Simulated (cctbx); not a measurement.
# Accept or mend?

Cell a = 7.3320 Å, b = 7.3320 Å, c = 12.0730 Å, α = 90.00°, β = 90.00°, γ = 120.00°; space group P-6m2 (no. 187). The compound is Eu14BeRh.

Simulated single-crystal data (cctbx): Ag Kα, λ = 0.56087 Å, to d = 0.6 Å, 80 % of the full sphere, strongest reflection 70000 counts, noise from counting, a 3 % proportional error and a noise floor of 15 counts (s.d.); no absorption, and some extinction, which the refinements don't model.

An anisotropic refinement with weights 1/σ² prints:

```text
Rint 0.031, 1122 unique reflections to 0.60 A
cycle     R1     wR2    GooF  max shift (A)
   1  0.0886  0.2265   6.907   0.01663
   7  0.0481  0.1171   3.571   0.00020
final R1 0.0481 wR2 0.1171 GooF 3.571  parameters 21  data/parameter 53.4
atom        x        y        z      Ueq    occ   su(xyz)  su(Uiso or U11)
Eu1    0.66667  0.33333  0.74604   0.0061  1.000  0.00011  0.0006
Eu2    0.67122  0.83561  0.75218   0.0093  1.000  0.00013  0.0003
Eu3    0.50210  0.49790  0.50000   0.0086  1.000  0.00043  0.0005
Cs1    0.50011  0.49989  0.00000  -0.0020  1.000  0.00040  0.0003  NPD
Rh1    0.00000  0.00000  0.50000   0.0125  1.000  0.00000  0.0013
Be1    0.00000  0.00000  0.00000  -0.0403  1.000  0.00000  0.0017  NPD
difference map: max 4.39 min -5.78 rms 0.80
Q1    0.6667  0.3333  0.2265    2    4.80  0.33 A from Eu1
Q2    0.3333  0.6667  0.5000    1    3.46  2.14 A from Eu3
Q3    0.2633  0.6317  0.0321    6    3.43  1.72 A from Cs1
Q4    0.0752  0.5376  0.0316    6    3.39  0.61 A from Cs1
Q5    0.3779  0.1231  0.0258   12    3.24  1.59 A from Cs1
Q6    0.4582  0.0396  0.0259   12    3.22  0.60 A from Cs1
```

**Question.** Can this result stand? If not, what is the likely fault?

Mend it. The fault: wrong element: Cs1 is Eu. Against the right model at the same level, R1 goes from 0.0171 to 0.0481 and GooF from 0.97 to 3.57, U of Be1 shrinks from 0.0081 to -0.0403 Å², U of Cs1 shrinks from 0.0074 to -0.0020 Å², U of Rh1 swells from 0.0055 to 0.0125 Å², U of Eu3 swells from 0.0048 to 0.0086 Å², the top difference peak, 4.8 e/Å³, lies on Eu1 and a hole of -5.8 e/Å³ opens. Cs1 has 8 electrons too few and its U shrinks to make up, as expected.

The compound is Eu14BeRh. The right model at the same level gives:

```text
Rint 0.031, 1122 unique reflections to 0.60 A
cycle     R1     wR2    GooF  max shift (A)
   1  0.0250  0.0496   1.512   0.01005
   2  0.0171  0.0317   0.966   0.00001
final R1 0.0171 wR2 0.0317 GooF 0.966  parameters 21  data/parameter 53.4
atom        x        y        z      Ueq    occ   su(xyz)  su(Uiso or U11)
Eu1    0.66667  0.33333  0.74646   0.0039  1.000  0.00003  0.0002
Eu2    0.67108  0.83554  0.75212   0.0069  1.000  0.00004  0.0001
Eu3    0.50168  0.49832  0.50000   0.0048  1.000  0.00014  0.0001
Eu4    0.50020  0.49980  0.00000   0.0074  1.000  0.00018  0.0001
Rh1    0.00000  0.00000  0.50000   0.0055  1.000  0.00000  0.0003
Be1    0.00000  0.00000  0.00000   0.0081  1.000  0.00000  0.0047  NPD
Flack x: -0.05(6)
Hooft y: 0.038(57)  Bijvoet pairs: 506
difference map: max 1.38 min -1.70 rms 0.24
Q1    0.3333  0.6667  0.0592    2    1.48  2.24 A from Eu4
Q2    0.6667  0.3333  0.0529    2    1.19  2.21 A from Eu4
Q3    0.5926  0.2963  0.1104    6    1.08  1.79 A from Eu1
Q4    0.0955  0.5477  0.2251    6    0.92  1.93 A from Eu2
Q5    0.2218  0.6109  0.3674    6    0.90  2.15 A from Eu3
Q6    0.0965  0.0483  0.1205    6    0.84  1.58 A from Be1
```

Isotropic U is held between 0.0001 and 1 Å² by the program, and listed peak heights are interpolated, so they can pass the grid's maximum.

This is a model crystal, built by substitution and not relaxed, with assumed displacement parameters.

[Middle refinement cycles are left out of these outputs.]

[Logs are printed without paths, hosts, clocks, repeated set-up lines and the standing remarks that a program may print on its own settings, such as how far it seeks lower states.]
